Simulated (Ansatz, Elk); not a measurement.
## AgB: X-ray structure factors from the self-consistent density

Structure refinements treat a crystal as free atoms side by side. For a made-up structure of AgB (cell and positions from a PBE relaxation) the runs below show what the calculated density changes in F(hkl).

Main program and level: Elk 11.2.3 (patched build); DFT, PBE, all-electron APW+lo, Dirac cores, scalar-relativistic bands, static density, no spin.

The structure was built from a prototype and need not be the compound's stable phase.

## 1. The structure

It takes space group R-3m (No. 166, trigonal). The conventional cell has a = 3.008 Å, b = 3.008 Å, c = 19.121 Å, α = 90.00°, β = 90.00°, γ = 120.00°. Nearest to Ag lie 6 B at 2.66 Å and 3 Ag at 2.91 Å. Nearest to B lie 3 B at 1.74 Å and 6 Ag at 2.66 Å. Farther neighbours are not listed.

## 2. Ground state and structure factors

An all-electron density is needed, since X-rays see the cores too. Task 0 finds the density and task 195 Fourier-transforms it; tshift is off so that phases refer to the origin typed.

File elk.in:

```
tasks
  0
  195

xctype
  20

spinpol
  .false.

rgkmax
  7.0

gmaxvr
  14.0

lmaxo
  7

lmaxapw
  8

swidth
  0.002

tshift
  .false.

ramdisk
  .false.

hmaxvr
  5.5

maxscl
  120

epspot
  1e-06

sppath
  './'

avec
  2.84196539485 1.64080948600 12.04429060345
  -2.84196539485 1.64080948600 12.04429060345
  0.00000000000 -3.28161897123 12.04429060355

atoms
  2
  'Ag.in'
  2
  0.1054690769 0.1054690769 0.1054690769   0.000000 0.000000 0.000000
  0.8945309231 0.8945309231 0.8945309231   0.000000 0.000000 0.000000
  'B.in'
  2
  0.6666272017 0.6666272017 0.6666272017   0.000000 0.000000 0.000000
  0.3333727983 0.3333727983 0.3333727983   0.000000 0.000000 0.000000

ngridk
  9 9 9
```

Launch:

```console
$ OMP_NUM_THREADS=4 elk
```

Numbers of over 12 decimals in the logs are rounded to 6 here.

Output:

```text
┌─────────────────────────┐
│ Elk code version 11.2.3 │
└─────────────────────────┘

All units are atomic (Hartree, Bohr, etc.)

┌─────────────────────────────────────────────────┐
│ Ground-state run starting from atomic densities │
└─────────────────────────────────────────────────┘

Lattice vectors :
   2.841965395       1.640809486       12.04429060
  -2.841965395       1.640809486       12.04429060
   0.000000000      -3.281618971       12.04429060

Reciprocal lattice vectors :
   1.105429594      0.6382200739      0.1738911133
  -1.105429594      0.6382200739      0.1738911133
  0.2702345110E-16  -1.276440148      0.1738911134

Unit cell volume      :    336.9841074
Brillouin zone volume :   0.7360887590

Muffin-tin inner radius fraction :   0.1000000000E-01

Nuclei treated as point charges

Species : 1 (Ag)
 parameters loaded from : Ag.in
 name : silver
 nuclear charge    :   -47.00000000
 electronic charge :    47.00000000
 atomic mass :    196631.6998
 muffin-tin radius :    2.600000000
 number of radial points in muffin-tin :   1193
 inner part over the whole radius :   0.9869554211E-02
 number on inner part of muffin-tin    :    849
 approximate nuclear radius :   0.8648227117E-04
 number of mesh points to nuclear radius :    425
 atomic positions (lattice), magnetic fields (Cartesian) :
  1 :   0.10546908  0.10546908  0.10546908    0.00000000  0.00000000  0.00000000
  2 :  -0.10546908 -0.10546908 -0.10546908    0.00000000  0.00000000  0.00000000

Species : 2 (B)
 parameters loaded from : B.in
 name : boron
 nuclear charge    :   -5.000000000
 electronic charge :    5.000000000
 atomic mass :    19707.24742
 muffin-tin radius :    1.615810105
 number of radial points in muffin-tin :    593
 inner part over the whole radius :   0.9815011851E-02
 number on inner part of muffin-tin    :    403
 approximate nuclear radius :   0.4534157419E-04
 number of mesh points to nuclear radius :    162
 atomic positions (lattice), magnetic fields (Cartesian) :
  1 :  -0.33337280 -0.33337280 -0.33337280    0.00000000  0.00000000  0.00000000
  2 :   0.33337280  0.33337280  0.33337280    0.00000000  0.00000000  0.00000000

Total number of atoms per unit cell :    4
Total muffin-tin volume :    182.5862265
 ratio of muffin-tin to unit cell volume :   0.5418244436

Spin treatment :
 spin-unpolarised

Number of Bravais lattice symmetries :   12
Number of crystal symmetries         :   12
Crystal has inversion symmetry
Real symmetric eigensolver will be used

k-point grid :      9     9     9
k-point offset :    0.000000000       0.000000000       0.000000000
k-point set is reduced with full crystal symmetry group
Total number of k-points :       85

Muffin-tin radius times maximum |G+k| :    7.000000000
 using average radius
Maximum |G+k| for APW functions       :    3.320832687
Maximum (1/2)|G+k|²                   :    5.513964867
Maximum |G| for potential and density :    14.00000000
Constant for pseudocharge density :    9
 order of it for each species :   16  16
 order of it for pair densities of each species (exact exchange by exxq0 0: 17) :   15   4
Radial integration step length :    1

G-vector grid sizes :     56    56    56
Number of G-vectors :    15605

Maximum angular momentum used for
 APW functions            :    8
 outer part of muffin-tin :    7
 inner part of muffin-tin :    2

Total nuclear charge    :   -104.0000000
Total core charge       :    60.00000000
Total valence charge    :    44.00000000
Total excess charge     :    0.000000000
Total electronic charge :    104.0000000

Effective Wigner radius, rₛ :   0.9179714133

Number of empty states         :     16
Total number of valence states :     39
Total number of core states    :     60

Third-order local-orbitals added for an l without core states : T
Total number of local-orbitals :     50

Exchange-correlation functional :     20     0     0
 Perdew-Burke-Ernzerhof, Phys. Rev. Lett. 77, 3865 (1996)
 gradient requirement :    1
[...]
xc potential                :     -361.93855468279
 exchange                    :     -300.73795306697
 correlation                 :     -5.375388
 electron entropic           :    -0.28288703263108E-03
 total energy                :     -10687.418595169

Density of states at Fermi energy :    20.15532080
 (states/Hartree/unit cell)

Estimated indirect band gap :   0.1863007664E-02
 from k-point 68 to k-point 32
Estimated direct band gap   :   0.2826548706E-01
 at k-point 32

Charges :
 core                        :    60.00000000
 valence                     :    44.00000000
 interstitial                :    5.427071669
 muffin-tins (core leakage)
  species : 1 (Ag)
   atom 1                    :    45.33066310     ( -0.3322298916E-06)
   atom 2                    :    45.33066310     ( -0.3322298916E-06)
  species : 2 (B)
[...]
total in muffin-tins        :    98.57292833
 total calculated charge     :    103.9989792
 total charge                :    104.0000000
 error                       :   0.1020797616E-02

RMS change in Kohn-Sham potential (target) :    3.098011748     (  0.1000000000E-05)
Absolute change in total energy (target)   :    2.150742212     (  0.1000000000E-03)

[... loops 3 to 16 left out ...]

┌──────────────────┐
│ Loop number : 17 │
└──────────────────┘

Energies :
 Fermi                       :     0.255225
 sum of occupied eigenvalues :     -6389.5030794109
 electron kinetic            :      11175.917172355
 core electron kinetic       :      10777.218081248
 Coulomb                     :     -21553.087736643
 Coulomb potential           :     -17164.983295226
 nuclear-nuclear             :     -1170.7797536601
 electron-nuclear            :     -23631.745591718
 Hartree                     :      3249.4376087355
 Madelung                    :     -12970.596089029
 xc potential                :     -400.43695653997
 exchange                    :     -301.68809012785
 correlation                 :     -5.395804
 electron entropic           :    -0.60723460203413E-03
 total energy                :     -10684.255065359

Density of states at Fermi energy :    49.85124427
 (states/Hartree/unit cell)

Estimated indirect band gap :   0.7947385695E-03
 from k-point 65 to k-point 35
Estimated direct band gap   :   0.6881765792E-02
 at k-point 78

Charges :
 core                        :    60.00000000
 valence                     :    44.00000000
 interstitial                :    4.978131248
 muffin-tins (core leakage)
  species : 1 (Ag)
[...]
species : 2 (B)
[...]
total in muffin-tins        :    99.02186875
 total calculated charge     :    103.9990873
 total charge                :    104.0000000
 error                       :   0.9126896057E-03

RMS change in Kohn-Sham potential (target) :   0.6832286435E-06 (  0.1000000000E-05)
Absolute change in total energy (target)   :   0.2256721928E-04 (  0.1000000000E-03)

Convergence targets achieved

┌──────────────────┐
│ Loop number : 18 │
└──────────────────┘

Energies :
 Fermi                       :     0.255225
 sum of occupied eigenvalues :     -6389.5030753103
 electron kinetic            :      11175.917169318
 core electron kinetic       :      10777.218085943
 Coulomb                     :     -21553.087723589
 Coulomb potential           :     -17164.983317615
 nuclear-nuclear             :     -1170.7797536601
 electron-nuclear            :     -23631.745543132
 Hartree                     :      3249.4375732036
 Madelung                    :     -12970.596064781
 xc potential                :     -400.43692701347
 exchange                    :     -301.68808948570
 correlation                 :     -5.395804
 electron entropic           :    -0.60723594918890E-03
 total energy                :     -10684.255054684

Density of states at Fermi energy :    49.85139803
 (states/Hartree/unit cell)

Estimated indirect band gap :   0.7947393185E-03
 from k-point 65 to k-point 35
Estimated direct band gap   :   0.6881683754E-02
 at k-point 78

Charges :
 core                        :    60.00000000
 valence                     :    44.00000000
 interstitial                :    4.978131564
 muffin-tins (core leakage)
  species : 1 (Ag)
[...]
atom 2                    :    45.94681986     ( -0.3322746771E-06)
  species : 2 (B)
   atom 1                    :    3.564114360     (  0.2451880803E-03)
   atom 2                    :    3.564114360     (  0.2451880803E-03)
 total in muffin-tins        :    99.02186844
 total calculated charge     :    103.9990873
 total charge                :    104.0000000
 error                       :   0.9126896827E-03

┌──────────────────────────────┐
│ Self-consistent loop stopped │
└──────────────────────────────┘

Warning : core states of species 2 leak from the muffin-tin :   0.2451880803E-03

Wrote STATE.OUT
```

Run time: 32 s. Hardware: 4 threads of Intel Xeon Platinum 8375C at 2.90GHz (Ice Lake), shared host; peak memory 0.17 GiB; 1.7 min of CPU time.

SFACRHO.OUT:

```text

h k l indices transformed by vhmat matrix:
   1.000000000       0.000000000       0.000000000    
   0.000000000       1.000000000       0.000000000    
   0.000000000       0.000000000       1.000000000    

      h      k      l  multipl.   |H|            Re(F)            Im(F)           |F|

      0      0      0      1   0.0000000       104.00000      0.23796977E-16   104.00000    
     -1     -1     -1      2  0.52167334      -27.468851      0.93811607E-14   27.468851    
     -2     -2     -2      2   1.0433467      -47.450062      0.37445291E-13   47.450062    
      0      0      1      6   1.2882304       57.488721      0.29228712E-15   57.488721    
      1      1      0      6   1.3229709       15.585794      0.46765939E-14   15.585794    
      2      1      1      6   1.4536538      -67.663677     -0.30690148E-13   67.663677    
      2      2      1      6   1.5444262      -73.570353     -0.45596791E-13   73.570353    
      3      3      3      2   1.5650200       73.322780      0.60792296E-13   73.322780    
     -3     -2     -2      6   1.7637934      -7.3298719      0.46765939E-14   7.3298719    
      2      3      3      6   1.8879987       34.716371      0.32736158E-13   34.716371    
     -4     -4     -4      2   2.0866934      -2.0121192      0.14058325E-13   2.0121192    
      3      3      4      6   2.1571072       56.660403      0.77163800E-13   56.660403    
      0     -1      1      6   2.2108592       65.030086      0.18190721E-14   65.030086    
      2      0      1     12   2.2715725      -21.058279     -0.93506189E-14   21.058279    
      4      3      4      6   2.2995895       30.354183      0.41797058E-13   30.354183    
     -3     -1     -2     12   2.4446821      -35.715087      0.28066985E-13   35.715087    
      1      1     -1      6   2.5587958       43.234263      0.23382970E-14   43.234263    
      0      2      0      6   2.5764608       12.226483      0.49688811E-14   12.226483
```

Elk indexes on the primitive cell of elk.in and gives |H| = 4π sin θ/λ in inverse bohr. Below, one row stands for each form hkl of the conventional cell (m members, Friedel mates merged), F is for one primitive cell and the density is static (no thermal factor). Free-atom factors are Waasmaier and Kirfel's, and R is Σm||F|−|F'||/Σm|F|.

| hkl | m | sin θ/λ (Å⁻¹) | abs F, DFT | neutral atoms | diff. |
| --- | --- | --- | --- | --- | --- |
| 003 | 2 | 0.078 | 27.469 | 27.734 | -0.265 |
| 006 | 2 | 0.157 | 47.450 | 48.292 | -0.842 |
| 101 | 6 | 0.194 | 57.489 | 57.988 | -0.499 |
| 012 | 6 | 0.199 | 15.586 | 15.864 | -0.278 |
| 104 | 6 | 0.219 | 67.664 | 67.849 | -0.185 |
| 015 | 6 | 0.232 | 73.570 | 73.779 | -0.209 |
| 009 | 2 | 0.235 | 73.323 | 73.197 | +0.126 |
| 107 | 6 | 0.265 | 7.330 | 7.218 | +0.112 |
| 018 | 6 | 0.284 | 34.716 | 34.931 | -0.214 |
| 0 0 12 | 2 | 0.314 | 2.012 | 2.375 | -0.362 |
| 1 0 10 | 6 | 0.324 | 56.660 | 56.788 | -0.128 |
| 110 | 6 | 0.333 | 65.030 | 65.221 | -0.191 |
| 113 | 12 | 0.342 | 21.058 | 20.925 | +0.134 |
| 0 1 11 | 6 | 0.346 | 30.354 | 30.419 | -0.064 |
| 116 | 12 | 0.368 | 35.715 | 35.587 | +0.128 |
| 021 | 6 | 0.385 | 43.234 | 42.986 | +0.248 |
| 202 | 6 | 0.387 | 12.226 | 12.017 | +0.209 |
| 1 0 13 | 6 | 0.390 | 40.606 | 40.476 | +0.130 |
| 0 0 15 | 2 | 0.392 | 45.257 | 45.390 | -0.133 |
| 024 | 6 | 0.398 | 50.650 | 50.716 | -0.066 |
| 205 | 6 | 0.406 | 55.801 | 55.823 | -0.022 |
| 119 | 12 | 0.407 | 55.478 | 55.389 | +0.089 |

## 3. The highest occupied states alone

An energy window below the Fermi level keeps the highest occupied states, to see at which angles they scatter; shallow core shells can lie inside it and anion s states outside. No new self-consistency is needed.

elk.in, as its differences from that of step 2:

```diff
@@ -1,3 +1,2 @@
 tasks
-  0
   195
@@ -40,2 +39,5 @@
 
+wsfac
+  -0.112270 0.555230
+
 sppath
```

Launch:

```console
$ OMP_NUM_THREADS=4 elk
```

Output:

```text
┌─────────────────────────────────┐
│ Elk code version 11.2.3 started │
└─────────────────────────────────┘

Info(readinput): the functional depends on the density's gradient
 muffin-tin radial points multiplied by    2.00000
 (not where nrmtscf is given)

┌────────────────────┐
│ Current task : 195 │
└────────────────────┘
Info(checkmt): changed muffin-tin radius of species 2 (B) from   1.8000 to   1.6158

Info(sfacrho): density structure factors written to SFACRHO.OUT

 Energy window :  -0.1122700000      0.5552300000

┌──────────────────┐
│ Elk code stopped │
└──────────────────┘
```

It took 3.8 s on 4 threads; peak memory 0.16 GiB.

States within 10 eV below the Fermi level hold 27.17 electrons; any levels below the window count with the cores, and a count that is not whole means the window cuts a band. Their amplitudes can exceed the total, where window and core parts have opposite phase:

| hkl | sin θ/λ (Å⁻¹) | abs F, window | abs F, all |
| --- | --- | --- | --- |
| 003 | 0.078 | 3.307 | 27.469 |
| 006 | 0.157 | 5.936 | 47.450 |
| 101 | 0.194 | 7.246 | 57.489 |
| 012 | 0.199 | 1.540 | 15.586 |
| 104 | 0.219 | 8.472 | 67.664 |
| 015 | 0.232 | 8.475 | 73.570 |
| 009 | 0.235 | 8.739 | 73.323 |
| 107 | 0.265 | 0.872 | 7.330 |
| 018 | 0.284 | 2.676 | 34.716 |
| 0 0 12 | 0.314 | 0.155 | 2.012 |

(Continued in part 2 of 2.)

[Logs are printed without paths, hosts, clocks, repeated set-up lines and the standing remarks that a program may print on its own settings, such as how far it seeks lower states.]

[Hosts, paths, dates, database ids (printed as entryN), source tags and the programs' standing remarks are cut or masked in the printed files.]
